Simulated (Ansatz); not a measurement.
# Heat carried by phonons in CdS (Greenockite, P6_3mc)

Wanted: κ(T), lifetimes and mean free paths for CdS (Greenockite).

Measurements to reproduce:
- thermal conductivity 16 W/m/K near room temperature (given in “Combining the AFLOW GIBBS and Elastic Libraries to efficiently and robustly screen thermo-mechanical properties of solids”, 2017, arXiv:1611.05714)

Calculated with Ansatz 0.2.0; DFT LDA, scalar-relativistic, plane waves, PAW; PAW set soft_1.

The database entry behind the starting cell differs from later determinations by our own check (about 0.35 % long), so it need not match the best structure at ambient conditions.

### 1. Set-up

The structure is hexagonal, space group P6_3mc (No. 186). The conventional cell has a = 4.150 Å, b = 4.150 Å, c = 6.737 Å, α = 90.00°, β = 90.00°, γ = 120.00°. Nearest to Cd lie 4 S at 2.53 to 2.54 Å. Nearest to S lie 4 Cd at 2.53 to 2.54 Å. Farther neighbours and most contacts between anions are not listed.

### 2. Probe on a coarse mesh

Before spending time, one coarse run tells the gap and the pressure of the starting cell.

File input.yaml:

```yaml
crystal:
  lattice:
    - [4.15, 0.0, 0.0]
    - [-2.075, 3.5940054257, 0.0]
    - [0.0, 0.0, 6.737]
  atoms:
    - { symbol: Cd, position: [0.3333333333, 0.6666666667, 0.0] }
    - { symbol: Cd, position: [0.6666666667, 0.3333333333, 0.5] }
    - { symbol: S, position: [0.3333333333, 0.6666666667, 0.375] }
    - { symbol: S, position: [0.6666666667, 0.3333333333, 0.875] }
kpoints:
  mp_grid: { grid: [6, 6, 4] }
hamiltonian:
  xc: lda
  pseudopotentials: { kind: paw, azcp: { folder: soft_1 }, xc_functional: pbe }
scf:
  occupations: { method: gaussian, width: 0.1 }
  lower_state_search: "off"
output:
  forces: true
  stress: true
  eigenvalues: true
```

Command:

```bash
ansatz run input.yaml --threads 18 --pin off --max-ram 92160MiB --backend cuda --events-out ev --progress --plain --runs-dir out --max-vram 78GiB
```

Numbers of over 12 decimals in the logs are rounded to 6 here.

Log:

```text
Engine: ansatz 0.2.0, aarch64-unknown-linux-gnu
Pseudopotentials: kind: paw
Pseudopotential: Cd, paw, valence charge 20, recommended cutoff 420 eV (normal), soft_1/Cd.paw.azcp
Pseudopotential: S, paw, valence charge 6, recommended cutoff 420 eV (normal), soft_1/S.paw.azcp
Functional definition: SPW92
  exchange = slater_x
  correlation = pw_c
device memory: the entry about to start is reckoned to put 1.3 GiB on a device that reports 177.0 GiB free (of which the cap on the GPU budget leaves the run 78.0 GiB)
GPU FFT provider: cuFFT
GPU libraries: cuBLAS 13.8.1, cuFFT 12.4.0, cuSOLVER 12.3.2
GPU matrix products: emulated (plane waves: as basis.precision tells), large ones in fixed point in workspaces of 1.00 GiB
Crystal: 4 atoms, lattice volume = 100.483 Å³
Basis set: ecut = 420 eV, 1973 PW (Γ)
Bands: 32, of which v1, the nominal top of the filled ones, is band 26 counted from 1 (25 counted from 0)
Symmetry: 12 space group operations
Space group: P63mc (ITA 186), of the structure as read, at distance tolerance 4.6e-5 Å
k-points: 21 of 144 (time reversal used)
Non-local potential: Cd, projectors of the file, l = 0: 3, l = 1: 2, l = 2: 2, l = 3: 1
Non-local potential: S, projectors of the file, l = 0: 2, l = 1: 2, l = 2: 1
PAW form: soft (Blöchl's): semilocal exchange-correlation on the pseudo side does not see the compensation charge
PAW frozen core: Cd, regenerated for the run's functional, and the local potential with it (the file was generated under x = pbe(κ = 0.804, μ = 0.219515), c = pbe(β = 0.066725))
PAW frozen core: S, regenerated for the run's functional, and the local potential with it (the file was generated under x = pbe(κ = 0.804, μ = 0.219515), c = pbe(β = 0.066725))
PAW one-centre angular grid: Cd, 590 points (default); XC on 64 Gauss nodes
PAW one-centre angular grid: S, 110 points (default); XC on 64 Gauss nodes
Initial density: superposition of atomic densities (chi_scale 0.1, normalization cell, long waves kept (reshape's long-wave potential 0.00 eV rms))
Initial wavefunctions: pseudopotential atomic-orbital guess
GPU buffer pool allocated for 43200 grid points (all kernels)
GPU transforms: local potential and band sums: pruned to the plane-wave sphere, on 27×27×45
Functional: x = slater, c = lda
SCF iter   1: F=—  HF=-17977.474640 eV  |F-HF|=—  |Δ(HF+E_count)|=         —  Δρ=2.31e-2  dr2=4.39e-1  ethr=3.10e-3  ⟨swp⟩=7.7  Hψ=3040  notcnv=0
preconditioner: auto → Resta (q_TF=auto, 2.445 Å⁻¹)  ε∞=4.6  [insulator: Δε(μ)=1.129 eV  Ē_g=11.655 eV  σ=0.100 eV  W_gap=1.00  n_scr=22 (ndim 8)  ℏωp=22.2 eV  f_vac=0.075  D(μ)=0.00/eV (n_scr^D=0)  ε∞_Penn≈4.6]
SCF iter   2: F=—  HF=-17977.373394 eV  |F-HF|=—  |Δ(HF+E_count)|=   1.01e-1  Δρ=1.17e-2  dr2=1.11e-1  ethr=8.43e-4  ⟨swp⟩=2.8  Hψ=1245  notcnv=0  defer=42
SCF iter   3: F=—  HF=-17977.353880 eV  |F-HF|=—  |Δ(HF+E_count)|=   1.95e-2  Δρ=3.59e-3  dr2=1.22e-2  ethr=2.14e-4  ⟨swp⟩=2.0  Hψ=708  notcnv=0
automatic band count: iteration 3 solves 30 bands in place of 32: the levels show a gap, and the empty bands left out lie too high to hold charge; the band table lists the bands solved (type scf.n_extra_bands for more)
SCF iter   4: F=—  HF=-17977.351807 eV  |F-HF|=—  |Δ(HF+E_count)|=   2.07e-3  Δρ=7.50e-4  dr2=7.55e-4  ethr=2.35e-5  ⟨swp⟩=2.7  Hψ=1209  notcnv=0
SCF iter   5: F=—  HF=-17977.352174 eV  |F-HF|=—  |Δ(HF+E_count)|=   3.66e-4  Δρ=3.07e-4  dr2=1.29e-4  ethr=1.45e-6  ⟨swp⟩=1.8  Hψ=772  notcnv=0
SCF iter   6: F=—  HF=-17977.351541 eV  |F-HF|=—  |Δ(HF+E_count)|=   6.32e-4  Δρ=4.76e-5  dr2=2.70e-6  ethr=2.49e-7  ⟨swp⟩=2.0  Hψ=711  notcnv=0
SCF iter   7: F=—  HF=-17977.352649 eV  |F-HF|=—  |Δ(HF+E_count)|=   1.11e-3  Δρ=1.37e-5  dr2=1.99e-7  ethr=5.19e-9  ⟨swp⟩=2.1  Hψ=984  notcnv=0
SCF iter   8: F=-17977.352649 eV  HF=-17977.352649 eV  |F-HF|=3.16e-9  |Δ(HF+E_count)|=   1.56e-8  Δρ=3.32e-6  dr2=1.08e-8  ethr=1.92e-10  ⟨swp⟩=6.1  Hψ=2772  notcnv=0
SCF 1 converged in 8 iterations: F = -17977.352649 eV  dr2 = 1.08e-8
  greatest PAW one-centre occupation: 1.001 electrons in one spin orbital (limit 2), on the Cd atom at site 1 (counted from 0), in its partial waves of l = 0
SCF converged after 8 iterations
Free energy (F): -17977.352649 eV
Harris-Foulkes:  -17977.352649 eV  (|F-HF|=3.16e-9)
Internal energy: -17977.352649 eV  (E = F + TS)
E sigma→0 (E₀):  -17977.352649 eV
Fermi energy:    6.908025 eV
--- Per-component energies (eV) ---
  E_band       = -1034.836504
  E_kinetic    = 1092.389061
  E_local      = -8137.168946  (includes V_loc(G=0)·N_el)
  E_nonlocal   = 325.465177
  E_hartree    = 3689.081103
  E_xc         = -486.964671
  E_vxc        = -557.126526  (∫ρ·V_xc dr)
  E_paw        = -9079.602286  (= ΣΔE_a)
  E_vpaw       = -1136.549686  (= ΣTr[D̂ρ^β])
  E_aug_tail   = 0.000604  (compensation charges beyond the density's cutoff)
  E_ewald      = -5382.392226
  E_core_change = 1.839534  (= ΣΔE_core)
  E_smearing   = -0.000000  (= −TS)
  E_closure    = -0.000000  (closes the sum)
  Σ components = -17977.352649   (vs F -17977.352649, Δ=0.00e0)
--- Forces (eV/Å), atoms counted from 1 ---
  atom   1  Cd     0.00000000     0.00000000    -0.06058073
  atom   2  Cd    -0.00000000    -0.00000000    -0.06058073
  atom   3  S      0.00000000     0.00000000     0.06056740
  atom   4  S      0.00000000    -0.00000000     0.06056740
  max |Σ_I F_I| component: 2.67e-5 eV/Å
--- Stress (GPa, compression-positive) ---
       -3.292424       0.000000      -0.000000
       -0.000000      -3.292424       0.000000
       -0.000000       0.000000      -2.730401
  P = ⅓ Tr σ = -3.1051 GPa (-31.051 kbar)
--- Band table (eV; the first three rows and the last of 21) ---
  k-point 0: bands = [... 22 lower, 5.6756, 6.4021, 6.4491, 6.4491, 7.3595, 8.9886, 12.7148, 12.7148]
  k-point 1: bands = [... 22 lower, 5.7820, 5.7820, 6.3282, 6.3282, 8.3051, 9.0625, 12.5433, 12.7893]
  k-point 2: bands = [... 22 lower, 6.0479, 6.0479, 6.0479, 6.0479, 9.0509, 9.0509, 12.3996, 12.3996]
  k-point 20: bands = [... 22 lower, 4.0027, 4.0027, 5.3223, 5.3223, 10.6212, 10.6212, 12.3117, 12.3117]
```

Elapsed: 0.83 s, on 1 × NVIDIA GB200 with 18 threads of Arm Neoverse V2, shared host; peak memory 1.1 GiB.

Numbers from this step:

| Item | Value |
| --- | --- |
| pressure | -3.105 GPa |
| gap on the k-mesh | 0.9104 eV |
| volume per atom | 25.12 Å³/atom |

Force by atom:

```csv
atom,x (eV/Å),y (eV/Å),z (eV/Å),size
Cd1,0.0000,0.0000,-0.0606,0.0606
Cd2,0.0000,0.0000,-0.0606,0.0606
S3,0.0000,0.0000,0.0606,0.0606
S4,0.0000,0.0000,0.0606,0.0606
```

The start is under -3.1 GPa at this level and looks like an insulator or semiconductor on this mesh.

### 3. Relaxation

Phonons are second derivatives about a minimum, so cell and atoms are relaxed first, inside the symmetry of the start.

input.yaml, the sections that differ from step 2:

```yaml
kpoints:
  mp_grid: { grid: [9, 9, 4] }
scf:
  occupations: { method: gaussian, width: 0.02 }
  lower_state_search: "off"
relax:
  adjacent_minimum: "off"
  f_tol: 0.005
  max_steps: 80
  cell: { stress_tol: 0.05 }
# crystal, hamiltonian, output: as in step 2
```

Log:

```text
[...]
Crystal: 4 atoms, lattice volume = 100.483 Å³
Basis set: ecut = 420 eV, 1973 PW (Γ)
Bands: 32, of which v1, the nominal top of the filled ones, is band 26 counted from 1 (25 counted from 0)
Symmetry: 12 space group operations
[...]
k-points: 36 of 324 (time reversal used)
[...]
SCF iter   1: F=—  HF=-17977.476733 eV  |F-HF|=—  |Δ(HF+E_count)|=         —  Δρ=2.31e-2  dr2=4.37e-1  ethr=3.10e-3  ⟨swp⟩=7.8  Hψ=5312  notcnv=0
[...]
SCF iter   2: F=—  HF=-17977.376108 eV  |F-HF|=—  |Δ(HF+E_count)|=   1.01e-1  Δρ=1.17e-2  dr2=1.10e-1  ethr=8.40e-4  ⟨swp⟩=2.9  Hψ=2169  notcnv=0  defer=72
[...]
SCF iter   8: F=-17977.355506 eV  HF=-17977.355506 eV  |F-HF|=2.58e-9  |Δ(HF+E_count)|=   7.65e-8  Δρ=2.04e-6  dr2=6.15e-9  ethr=1.92e-10  ⟨swp⟩=10.4  Hψ=5277  notcnv=0
SCF 1 converged in 8 iterations: F = -17977.355506 eV  dr2 = 6.15e-9
[...]
relax step   1: F+E_penalty+E_count = -17977.35550604 eV  Δ(F+E_penalty+E_count) = +0.000e0 eV  max|allowed force component| = 6.167e-2 eV/Å  Δτ_max = 0.0000 Å  P = -3.109 GPa  Ω = 100.483 Å³  (8 SCF iters, dr2 threshold 1.00e-7 eV, accepted)
[...]
Crystal: 4 atoms, lattice volume = 95.080 Å³
Basis set: ecut = 420 eV, 1811 PW (Γ)
[...]
iter 1 solved again at ethr=8.49e-6 eV; its pass at ethr=3.10e-3 eV (dr2=4.42e-3 eV) is discarded
[...]
SCF iter   2: F=—  HF=-17977.408167 eV  |F-HF|=—  |Δ(HF+E_count)|=   1.02e-3  Δρ=8.53e-4  dr2=1.02e-3  ethr=8.49e-6  ⟨swp⟩=2.1  Hψ=1366  notcnv=0
[...]
SCF iter   6: F=-17977.408610 eV  HF=-17977.408610 eV  |F-HF|=1.32e-7  |Δ(HF+E_count)|=   1.31e-8  Δρ=1.48e-5  dr2=1.49e-7  ethr=7.69e-10  ⟨swp⟩=6.5  Hψ=5435  notcnv=0
SCF 2 converged in 6 iterations: F = -17977.408610 eV  dr2 = 1.49e-7
[...]
relax step   2: F+E_penalty+E_count = -17977.40861006 eV  Δ(F+E_penalty+E_count) = -5.310e-2 eV  max|allowed force component| = 1.558e-2 eV/Å  Δτ_max = 0.0027 Å  P = +0.241 GPa  Ω = 95.080 Å³  energy of the carried Pulay correction = +8.186e-4 eV  (6 SCF iters, dr2 threshold 4.00e-7 eV, accepted)
[...]
Crystal: 4 atoms, lattice volume = 95.442 Å³
[...]
SCF iter   4: F=-17977.408850 eV  HF=-17977.408850 eV  |F-HF|=3.31e-8  |Δ(HF+E_count)|=   2.87e-8  Δρ=8.00e-6  dr2=9.30e-8  ethr=5.94e-10  ⟨swp⟩=6.1  Hψ=5097  notcnv=0
SCF 3 converged in 4 iterations: F = -17977.408850 eV  dr2 = 9.30e-8
relax step   3: F+E_penalty+E_count = -17977.40885044 eV  Δ(F+E_penalty+E_count) = -2.404e-4 eV  max|allowed force component| = 5.844e-3 eV/Å  Δτ_max = 0.0003 Å  P = -0.018 GPa  Ω = 95.442 Å³  energy of the carried Pulay correction = +7.624e-4 eV  (4 SCF iters, dr2 threshold 3.09e-7 eV, accepted)
[...]
relax step   4: F+E_penalty+E_count = -17977.40886219 eV  Δ(F+E_penalty+E_count) = -1.176e-5 eV  max|allowed force component| = 1.464e-4 eV/Å  Δτ_max = 0.0006 Å  P = +0.000 GPa  Ω = 95.417 Å³  energy of the carried Pulay correction = +7.662e-4 eV  (5 SCF iters, dr2 threshold 2.13e-9 eV, accepted)
[...]
SCF iter   1: F=—  HF=-17977.406937 eV  |F-HF|=—  |Δ(HF+E_count)|=         —  Δρ=6.44e-5  dr2=6.66e-7  ethr=6.01e-7  ⟨swp⟩=3.9  Hψ=8791  notcnv=0
[...]
SCF iter   2: F=—  HF=-17977.408124 eV  |F-HF|=—  |Δ(HF+E_count)|=   1.19e-3  Δρ=3.09e-5  dr2=2.16e-7  ethr=1.28e-9  ⟨swp⟩=3.0  Hψ=2412  notcnv=0
[...]
SCF iter   5: F=-17977.408124 eV  HF=-17977.408124 eV  |F-HF|=3.64e-12  |Δ(HF+E_count)|=   3.94e-9  Δρ=1.21e-7  dr2=1.57e-11  ethr=1.00e-12  ⟨swp⟩=4.0  Hψ=5518  notcnv=0
SCF 5 converged in 5 iterations: F = -17977.408124 eV  dr2 = 1.57e-11
relax step   5: F+E_penalty+E_count = -17977.40812436 eV  Δ(F+E_penalty+E_count) = +7.378e-4 eV  max|allowed force component| = 1.470e-4 eV/Å  Δτ_max = 0.0000 Å  P = -0.002 GPa  Ω = 95.417 Å³  stress off target by 2.18e-3 GPa  SCF on the basis re-selected at this cell (its energy is not comparable with the rows above)  (5 SCF iters)
basis re-selected at this cell: Δ(F+E_penalty+E_count) = +7.378e-4 eV, ΔP = -0.002 GPa vs the last step (what re-selecting the basis moved, of the pressure what is left beyond the Pulay correction that the steps carried, after the strain that the cell walked since its last selection, with what the two solves' SCF thresholds leave and, on support functions, any second-order correction that the steps lacked; it is no measure of the basis error at this ecutwfc). The dense FFT grid was sized anew with the basis: this SCF ran on 30×30×45 points, the steps before it on 30×30×48, so part of this shift can come from that change (see relax.cell in the input reference). [rest of the remark cut]
SCF converged after 5 iterations
Free energy (F): -17977.408124 eV
[...]
Internal energy: -17977.408124 eV  (E = F + TS)
E sigma→0 (E₀):  -17977.408124 eV
Fermi energy:    7.709205 eV
[...]
--- Forces (eV/Å), atoms counted from 1 ---
  atom   1  Cd    -0.00000000     0.00000000    -0.00014688
  atom   2  Cd     0.00000000    -0.00000000    -0.00014688
  atom   3  S     -0.00000000    -0.00000000     0.00014704
  atom   4  S     -0.00000000     0.00000000     0.00014704
  max |Σ_I F_I| component: 3.14e-7 eV/Å
--- Stress (GPa, compression-positive) ---
       -0.001533      -0.000000      -0.000000
       -0.000000      -0.001533       0.000000
       -0.000000       0.000000      -0.002182
  P = ⅓ Tr σ = -0.0017 GPa (-0.017 kbar)
--- Band table (eV; the first three rows and the last of 36) ---
  k-point 0: bands = [... 22 lower, 6.3625, 7.1344, 7.1960, 7.1960, 8.2222, 9.8052, 13.4642, 13.4642, ... 2 higher]
  k-point 1: bands = [... 22 lower, 6.4767, 6.4767, 7.0652, 7.0652, 9.1680, 9.8838, 13.2532, 13.5383, ... 2 higher]
  k-point 2: bands = [... 22 lower, 6.7627, 6.7627, 6.7627, 6.7627, 9.9010, 9.9010, 13.1790, 13.1790, ... 2 higher]
  k-point 35: bands = [... 22 lower, 4.5099, 4.5099, 5.9503, 5.9503, 11.4491, 11.4491, 13.0563, 13.0563, ... 2 higher]
--- Relaxed structure (4 steps of the walk, 4 accepted, 1 SCFs on fresh bases) ---
  F+E_penalty+E_count = -17977.40812436 eV   max|allowed force component| = 1.470e-4 eV/Å   (the final SCF, on the basis selected at the relaxed cell)
  cell:  # Å, volume = 95.4171 Å³
    - [4.073844, 0, -2.0130318671242067e-17]
    - [-2.036922, 3.528052, 1.0065159335621038e-17]
    - [-3.267902575620725e-17, 0, 6.638761]
  atoms:
    - { symbol: Cd, position: [0.333333, 0.666667, -0.000535719] }
    - { symbol: Cd, position: [0.666667, 0.333333, 0.499464] }
    - { symbol: S, position: [0.333333, 0.666667, 0.375536] }
    - { symbol: S, position: [0.666667, 0.333333, 0.875536] }
```

The job ended after 2.7 s (1 × NVIDIA GB200 with 18 threads; peak memory 1.1 GiB).

Step by step:

```csv
step,energy less that of the first step (eV),largest force component (eV/Å),pressure (GPa),volume (Å³)
1,0.0000,0.0617,-3.11,100.48
2,-0.0531,0.0156,0.24,95.08
3,-0.0533,0.0058,-0.02,95.44
4,-0.0534,0.0001,0.00,95.42
5*,-0.0526,0.0001,0.00,95.42
```

Relaxation steps marked * repeat the geometry before them on a plane-wave basis chosen anew for their cell, so energy and pressure can jump there.

Forces are held to the 12 operations that the run works with; a distortion that breaks them can't arise in this run.

```csv
"conventional cell, symmetrised",before,after,change
a (Å),4.150,4.074,-1.8 %
b (Å),4.150,4.074,-1.8 %
c (Å),6.737,6.639,-1.5 %
volume (Å³/atom),25.12,23.85,-5.0 %
```

This step gave:

```yaml
pressure: -0.001749 GPa
gap_on_the_k_mesh: 1.026 eV
volume_per_atom: 23.85 Å³/atom
```

The relaxation ends with a largest force component of 1.5e-4 eV/Å and a pressure of 0.00 GPa.

### 4. Relaxing to small residual forces and stress

The relaxation is repeated with tighter thresholds on force and stress, since phonons are sensitive to what is left; a change of mesh or smearing in the input moves the cell too.

input.yaml, the sections that differ from step 3:

```yaml
crystal:
  lattice:
    - [4.0738436099, 0.0, 0.0]
    - [-2.0369218049, 3.5280520572, 0.0]
    - [0.0, 0.0, 6.6387608611]
  atoms:
    - { symbol: Cd, position: [0.3333333333, 0.6666666667, -0.0005357185] }
    - { symbol: Cd, position: [0.6666666667, 0.3333333333, 0.4994642815] }
    - { symbol: S, position: [0.3333333333, 0.6666666667, 0.3755357185] }
    - { symbol: S, position: [0.6666666667, 0.3333333333, 0.8755357185] }
scf:
  occupations: { method: fixed }
  lower_state_search: "off"
relax:
  adjacent_minimum: "off"
  f_tol: 0.001
  max_steps: 60
  cell: { stress_tol: 0.01 }
# kpoints, hamiltonian, output: as in step 3
```

Log:

```text
[...]
GPU FFT provider: cuFFT
GPU libraries: cuBLAS 13.8.1, cuFFT 12.4.0, cuSOLVER 12.3.2
[...]
Crystal: 4 atoms, lattice volume = 95.417 Å³
Basis set: ecut = 420 eV, 1811 PW (Γ)
Bands: 32, of which v1, the nominal top of the filled ones, is band 26 counted from 1 (25 counted from 0)
Symmetry: 12 space group operations
[...]
--- Relaxed structure (1 steps of the walk, 1 accepted, 1 SCFs on fresh bases) ---
[...]
cell:  # Å, volume = 95.4171 Å³
    - [4.073844, -2.8867386699071066e-11, 0.0]
    - [-2.036922, 3.528052, 0.0]
    - [0.0, 0.0, 6.6387608611]
  atoms:
    - { symbol: Cd, position: [0.333333, 0.666667, -0.000535718] }
    - { symbol: Cd, position: [0.666667, 0.333333, 0.499464] }
    - { symbol: S, position: [0.333333, 0.666667, 0.375536] }
    - { symbol: S, position: [0.666667, 0.333333, 0.875536] }
[key lines of the parts left out:]
SCF converged after 8 iterations
Free energy (F): -17977.408124 eV
Fermi energy:    7.195980 eV
P = ⅓ Tr σ = -0.0017 GPa (-0.017 kbar)
```

Elapsed: 1.5 s, on 1 × NVIDIA GB200 with 18 threads; peak memory 1.1 GiB; 3.2 s of CPU time.

Little changed from the start: no atom moved by 0.005 Å and no cell edge by 0.1 %.

Numbers from this step:

| Property | Result |
| --- | --- |
| pressure | -0.001750 GPa |

The residual pressure is -0.0017 GPa, small enough for phonons.

### 5. A faulty attempt

This input was changed on purpose, to see how the program answers.

input.yaml, the sections that differ from step 4:

```yaml
kpoints:
  mp_grid: { grid: [8, 8, 4] }
scf:
  occupations: { method: fixed }
  lower_state_search: "off"
  max_iter: 60
output:
  eigenvalues: true
phonons:
  supercell: [2, 2, 1]
  dielectric: false
  third_order: { supercell: [2, 2, 1], pair_cutoff: "4 eV" }
  lattice_thermal_conductivity:
    qmesh: [9, 9, 5]
    temperatures: [300]
    isotope_mass_variance:
      - { species: Cd, variance: 0.0002716 }
      - { species: S, variance: 0.0001651 }
# crystal, hamiltonian: as in step 4
# relax: removed
```

Log:

```text
Error: YAML parse error: error: line 25 column 53: expected [length], got [energy] (`eV`)
  --> <input>:25:53
   |
23 |   supercell: [2, 2, 1]
24 |   dielectric: false
25 |   third_order: { supercell: [2, 2, 1], pair_cutoff: "4 eV" }
   |                                                     ^ expected [length], got [energy] (`eV`)
26 |   lattice_thermal_conductivity:
27 |     qmesh: [9, 9, 5]
   |
```

Wall time 0.03 s (18 threads); peak memory 0.018 GiB.

The program refused the input before any cycle.

The program's message: “Error: YAML parse error: error: line 25 column 53: expected [length], got [energy] (`eV`)
  --> <input>:25:53
   |
23 |   supercell: [2, 2, 1]
24 |   dielectric: false
25 |   third_order: { supercell: …”

The fault put into the input: a cutoff in a unit of energy.

(Continued in part 2 of 2.)

[Logs are printed without paths, hosts, clocks, repeated set-up lines and the standing remarks that a program may print on its own settings, such as how far it seeks lower states.]

[Hosts, paths, dates, database ids (printed as entryN), source tags and the programs' standing remarks are cut or masked in the printed files.]

[A step with changed settings may run another functional than the one named; its input shows which.]
